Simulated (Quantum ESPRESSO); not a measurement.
## GaP (F-43m): third-order response

Wanted: vibrational spectra of GaP (F-43m) from linear and non-linear response.

Main program and level: Quantum ESPRESSO 8.0 development, patched; DFT LDA, scalar-relativistic, plane waves, PseudoDojo norm-conserving pseudopotentials.

The experiments to compare with:

“Temperature dependence of the optical phonon reflection band in GaP” (2021, arxiv:2105.06662) quotes from earlier work for GaP, zinc blende (literature value (Ref. 21), 300 K): Raman mode (TO at Gamma) 367.3 cm⁻¹; infrared mode (TO at Gamma) 366.3 ± 0.3 cm⁻¹.

Report form: the programs' logs are mostly left out.

## Step 1: The structure

Symmetry: F-43m, No. 216, cubic system. Conventional cell: a = 5.451 Å, b = 5.451 Å, c = 5.451 Å, α = 90.00°, β = 90.00°, γ = 90.00°. Ga has 4 P at 2.36 Å nearest. Nearest to P lie 4 Ga at 2.36 Å. Farther neighbours are not listed.

## Step 2: A first look

A cheap run with smearing and empty bands tells whether the crystal has a gap, which decides between fixed occupations and smearing later on.

Input file probe.in:

```
&CONTROL
  calculation = 'scf'
  prefix      = 'x'
  outdir      = './tmp'
  pseudo_dir  = './pseudo'
  tprnfor     = .true.
  tstress     = .true.
  verbosity   = 'high'
/
&SYSTEM
  ibrav       = 2
  celldm(1)   = 10.29995224
  nat         = 2
  ntyp        = 2
  ecutwfc     = 80.0
  occupations = 'smearing'
  smearing    = 'gaussian'
  degauss     = 0.01
/
&ELECTRONS
  conv_thr         = 1.0d-07
  mixing_beta      = 0.7
  electron_maxstep = 100
/
ATOMIC_SPECIES
 Ga     69.7230  Ga.upf
 P      30.9738  P.upf
ATOMIC_POSITIONS crystal
 Ga     0.000000000   0.000000000   0.000000000
 P      0.250000000   0.250000000   0.250000000
K_POINTS automatic
 6 6 6 0 0 0
```

Run with:

```sh
$ OMP_NUM_THREADS=1 mpirun -n 4 pw.x -nk 4 -in probe.in > probe.out
```

Elapsed: 4.3 s, on 4 MPI ranks of Intel Xeon at 2.70GHz, shared host.

This step gave:

- volume per atom: 20.24 Å³
- pressure: -2.908 GPa
- gap on the k-mesh: 1.498 eV

A gap of 1.5 eV opens on this mesh, so the crystal is taken as an insulator; the start stands at -2.9 GPa.

## Step 3: Relaxing the cell and atoms

The relaxation runs at a cutoff a fifth above that of the response, since stress converges more slowly with the basis than frequencies do. Forces and stress are brought to rest with tight thresholds.

Input file relax.in:

```
&CONTROL
  calculation   = 'vc-relax'
  prefix        = 'x'
  outdir        = './tmp'
  pseudo_dir    = './pseudo'
  tprnfor       = .true.
  tstress       = .true.
  forc_conv_thr = 2.0d-05
  etot_conv_thr = 1.0d-07
  nstep         = 40
/
&SYSTEM
  ibrav       = 2
  celldm(1)   = 10.29995224
  nat         = 2
  ntyp        = 2
  ecutwfc     = 96
  occupations = 'fixed'
  nbnd        = 11
/
&ELECTRONS
  conv_thr         = 1.0d-11
  mixing_beta      = 0.7
  electron_maxstep = 100
/
&IONS
/
&CELL
  press_conv_thr = 0.2
/
ATOMIC_SPECIES
 Ga     69.7230  Ga.upf
 P      30.9738  P.upf
ATOMIC_POSITIONS crystal
 Ga     0.000000000   0.000000000   0.000000000
 P      0.250000000   0.250000000   0.250000000
K_POINTS automatic
 8 8 8 0 0 0
```

Run with:

```sh
$ OMP_NUM_THREADS=1 mpirun -n 4 pw.x -nk 4 -in relax.in > relax.out
```

The job ended after 39 s (4 MPI ranks).

The steps of the relaxation:

```
step  energy less that of the first step (eV)  largest force (eV/Å)  pressure (GPa)  volume (Å³)
   1                                   0.0000                0.0000           -2.91        40.48
   2                                  -0.0087                0.0000           -1.73        39.88
   3                                  -0.0130                0.0000            0.11        39.04
   4                                  -0.0130                0.0000            0.00        39.09
   5                                  -0.0130                0.0000            0.00        39.09
   6                                  -0.0130                0.0000            0.00        39.09
```

```
conventional cell, symmetrised  before  after  change
                         a (Å)   5.451  5.387  -1.2 %
                         b (Å)   5.451  5.387  -1.2 %
                         c (Å)   5.451  5.387  -1.2 %
              volume (Å³/atom)   20.24  19.55  -3.4 %
```

The relaxed structure:

```xyz
2
Lattice="-2.6937 0.0000 2.6937 0.0000 2.6937 2.6937 -2.6937 2.6937 0.0000" Properties=species:S:1:pos:R:3 pbc="T T T"
Ga    0.0000    0.0000    0.0000
P    -1.3469    1.3469    1.3469
```

The last row of the table of steps is pw.x's closing run on a basis chosen anew for the final cell, so its energy can jump.

This step gave:

```
volume per atom   : 19.55 Å³
pressure          : -0.002 GPa
gap on the k-mesh : 1.438 eV
```

The volume changes by -3.4 % from the cell with which this run began.

## Step 4: Ground state

Perturbation theory inherits every error of the wavefunctions, so the threshold is set near the limit of the arithmetic. With a gap, occupations are fixed, which also allows the response to an electric field.

Input file scf.in:

```
&CONTROL
  calculation = 'scf'
  prefix      = 'x'
  outdir      = './tmp'
  pseudo_dir  = './pseudo'
  tprnfor     = .true.
  tstress     = .true.
/
&SYSTEM
  ibrav       = 2
  celldm(1)   = 10.1808274
  nat         = 2
  ntyp        = 2
  ecutwfc     = 80.0
  occupations = 'fixed'
  nbnd        = 11
/
&ELECTRONS
  conv_thr         = 1.0d-12
  mixing_beta      = 0.7
  electron_maxstep = 100
/
ATOMIC_SPECIES
 Ga     69.7230  Ga.upf
 P      30.9738  P.upf
ATOMIC_POSITIONS crystal
 Ga     0.000000000   0.000000000   0.000000000
 P      0.250000000   0.250000000   0.250000000
K_POINTS automatic
 8 8 8 0 0 0
```

Run with:

```sh
$ OMP_NUM_THREADS=1 mpirun -n 4 pw.x -nk 4 -in scf.in > scf.out
```

Elapsed: 10 s, on 4 MPI ranks.

Numbers from this step:

- pressure: -0.02900 GPa

The cell stands at -0.029 GPa, close enough for phonons.

## Step 5: Zone-centre response

At q = 0 one unit cell holds all displacements; symmetry groups them into irreducible representations that are solved one by one. The response to a field gives ε∞ and the Born charges, which polar modes need. Third-order response adds the Raman tensors.

Input file ph.in:

```
phonons
&INPUTPH
  prefix = 'x'
  outdir = './tmp'
  fildyn = 'g.dyn'
  tr2_ph = 1.0d-18
  epsil  = .true.
  lraman = .true.
  elop   = .true.
/
0.000000000000 0.000000000000 0.000000000000
```

Run with:

```sh
$ OMP_NUM_THREADS=1 mpirun -n 4 ph.x -nk 4 -in ph.in > ph.out
```

Run time: 9.7 min. Hardware: 4 MPI ranks.

Read from the output:

- miss of the charge sum rule: 0.1194 e
- largest acoustic frequency at the zone centre before the sum rule: 2.95 cm⁻¹
- highest optical zone-centre mode (no LO-TO term): 365.2 cm⁻¹
- lowest optical zone-centre mode: 365.2 cm⁻¹
- mean high-frequency dielectric constant: 11.58
- largest Born charge in size (third of the trace): 2.160 e

Born charge (rows field, columns displacement), before the sum rule (e), principal values of the symmetric part by kind of site:

```
atom  atoms with these values    low  middle   high   mean
 Ga1                        1   2.04    2.04   2.04   2.04
  P2                        1  -2.16   -2.16  -2.16  -2.16
```

In full for P2:

```
-2.16  0.00  0.00
 0.00 -2.16  0.00
 0.00  0.00 -2.16
```

High-frequency dielectric tensor:

```
11.58  0.00  0.00
 0.00 11.58  0.00
 0.00  0.00 11.58
```

The acoustic modes at Γ come out as far as 3.0 cm⁻¹ from zero, where they should vanish, a small numerical error; the Born charges miss their sum rule by 0.12 e, too much: mesh or cutoff is short for the field response.

## Step 6: Zone-centre analysis

A rigid shift of the crystal must cost nothing, but grids and finite bases break this; the acoustic sum rule is imposed before the matrix is diagonalised again. With Born charges the intensities follow, and the static dielectric tensor.

Input file dynmat.in:

```
&INPUT
  fildyn = 'g.dyn'
  asr    = 'simple'
  fileig = 'dynmat.eig'
  lperm  = .true.
/
```

Run with:

```sh
$ dynmat.x -in dynmat.in > dynmat.out
```

Run time: 0.78 s. Hardware: 1 thread.

Numbers from this step:

* mean static dielectric constant: 13.53

Unit eigenvectors of the mass-weighted matrix after the sum rule; no LO-TO term. The modes at Γ (shares of kinetic energy by element, %):

```
mode  frequency (cm⁻¹)  symmetry  Ga %  P %
   1               0.0  acoustic    69   31
   2               0.0  acoustic    69   31
   3               0.0  acoustic    69   31
   4             365.2        T2    31   69
   5             365.2        T2    31   69
   6             365.2        T2    31   69
```

Displacements in mode 5 (365.2 cm⁻¹), the largest set to 1:
```
Ga1  0.00  0.00 -0.44
P2   0.00  0.00  1.00
```

Degenerate modes summed, no LO-TO term. Lines of the infrared spectrum (strongest = 100):

```
position (cm⁻¹)  lines merged  label  IR intensity, relative
            365             3     T2                     100
```

Degenerate modes summed. Raman lines, with heights relative to the strongest:

```
position (cm⁻¹)  lines merged  label  Raman activity, relative
            365             3     T2                       100
```

Static dielectric tensor (ions relaxed, fixed cell):

```
13.53  0.00  0.00
 0.00 13.53  0.00
 0.00  0.00 13.53
```

The rule moves no optical mode by more than 0.1 cm⁻¹.

## Step 7: Sum rules set otherwise (asr crystal)

The rule can be imposed in more than one way; the choices should agree where the raw error is small.

Input file dynmat.in:

```
&INPUT
  fildyn = 'g.dyn'
  asr    = 'crystal'
  fileig = 'dynmat.eig'
  lperm  = .true.
/
```

Run with:

```sh
$ dynmat.x -in dynmat.in > dynmat.out
```

The job ended after 0.74 s (1 thread).

This step gave:

| Property | Result |
| --- | --- |
| highest optical zone-centre mode (no LO-TO term) | 365.3 cm⁻¹ |
| lowest optical zone-centre mode | 365.3 cm⁻¹ |

Zone-centre frequencies as printed; negative means imaginary. Modes:

```
mode  frequency (cm⁻¹)
   1                 0
   2                 0
   3                 0
   4             365.3
   5             365.3
   6             365.3
```

Against the first rule no mode moves by more than 0.1 cm⁻¹.

## Step 8: Sum rules set otherwise: a sum rule for molecules or wires on a crystal

This rule also removes rotations, which suits molecules and not a crystal; it is tried to see the harm.

Input file dynmat.in:

```
&INPUT
  fildyn = 'g.dyn'
  asr    = 'zero-dim'
  fileig = 'dynmat.eig'
  lperm  = .true.
/
```

Run with:

```sh
$ dynmat.x -in dynmat.in > dynmat.out
```

Run time: 0.74 s. Hardware: 1 thread.

The run ended normally, but on settings that are not sound.

The fault: a sum rule for molecules or wires on a crystal; 2 optical modes are projected out to zero frequency, as if they were rotations, and the static dielectric tensor is spoilt.

For a crystal the rule has to be 'simple' or 'crystal'.

Zone-centre frequencies as printed; negative means imaginary. Modes:

```
mode  frequency (cm⁻¹)
   1                 0
   2                 0
   3                 0
   4                 0
   5                 0
   6             365.3
```

## Step 9: Modes along a direction of q (1 0 0)

A longitudinal polar mode sets up a macroscopic field that stiffens it; the term hangs on the direction from which q goes to zero.

Input file dynmat.in:

```
&INPUT
  fildyn = 'g.dyn'
  asr    = 'simple'
  fileig = 'dynmat.eig'
  q(1)   = 1.0
  q(2)   = 0.0
  q(3)   = 0.0
/
```

Run with:

```sh
$ dynmat.x -in dynmat.in > dynmat.out
```

Elapsed: 0.81 s, on 1 thread.

Numbers from this step:

```yaml
highest_mode_moved_by_the_lo_to_term: 394.7 cm⁻¹
```

Zone-centre frequencies as printed; negative means imaginary. Modes:

```
mode  frequency (cm⁻¹)
   1                 0
   2                 0
   3                 0
   4             365.2
   5             365.2
   6             394.7
```

The field moves one mode, from 365 to 395 cm⁻¹; the others stay.

## Step 10: Results

| Quantity | Value |
| --- | --- |
| space group after relaxation | F-43m |
| volume per atom | 19.5 Å³ |
| gap on the k-mesh | 1.44 eV |
| highest optical zone-centre mode (no LO-TO term) | 365.2 cm⁻¹ |
| highest mode moved by the LO-TO term (probably not converged in the k mesh) | 394.7 cm⁻¹ |
| mean high-frequency dielectric constant (probably not converged in the k mesh) | 11.6 |
| largest Born charge in size (third of the trace) (probably not converged in the k mesh) | 2.16 e |
| mean static dielectric constant (probably not converged in the k mesh) | 13.5 |
| imaginary optical modes at the zone centre (no q mesh in this session) | none |

What this shows: The largest Raman activity of GaP (F-43m) lies at 365 cm⁻¹ and the strongest infrared line at 365 cm⁻¹ (transverse modes). At the LDA level the optical modes of GaP (F-43m) at the zone centre (no LO-TO term) lie at 365 cm⁻¹. Along the directions run, the highest mode that the macroscopic field moves lies at 395 cm⁻¹. Lattice motion raises the mean dielectric constant from 11.58 to 13.53. The Born charges miss their sum rule by 0.12 e, a sign that the k mesh or the cutoff is short for the field response. The Raman intensities rest on static tensors of the transverse modes; green light lies near or above this gap, where resonance changes them. ε∞, the Born charges and what follows from them are probably not converged in the k mesh. The Lyddane-Sachs-Teller relation holds: (ωLO/ωTO)² is 1.17 and ε₀/ε∞ is 1.17. These are harmonic frequencies at zero temperature: anharmonic shifts and linewidths and thermal expansion are left out. The build is a development version in which the Raman tensors of release 7.5 are mended; dynmat.x leaves out the electro-optic term of LO lines.

Computed beside measured:

```
                         quantity  measured  LDA PseudoDojo norm-conserving, Quantum ESPRESSO
   Raman mode, TO at Gamma (cm⁻¹)     367.3                                      365 (-0.6 %)
infrared mode, TO at Gamma (cm⁻¹)     366.3                                      365 (-0.3 %)
```

Measured values from arxiv:2105.06662 (2021).

**Verdict.** The Raman mode is off by -0.6 %: good agreement. The infrared mode is off by -0.3 %: good agreement. The grades are ours: good and fair within 3 and 7 % for the Raman mode and 3 and 7 % for the infrared mode. For Raman mode and infrared mode the calculation has a static lattice, without zero-point motion or thermal expansion (measured at up to 300 K). Limits of convergence are named above.

[Host names and launcher messages were left out of these logs when they were recorded.]

[Logs are printed without paths, hosts, clocks, repeated set-up lines and the standing remarks that a program may print on its own settings, such as how far it seeks lower states.]

[Hosts, paths, dates, database ids (printed as entryN), source tags and the programs' standing remarks are cut or masked in the printed files.]
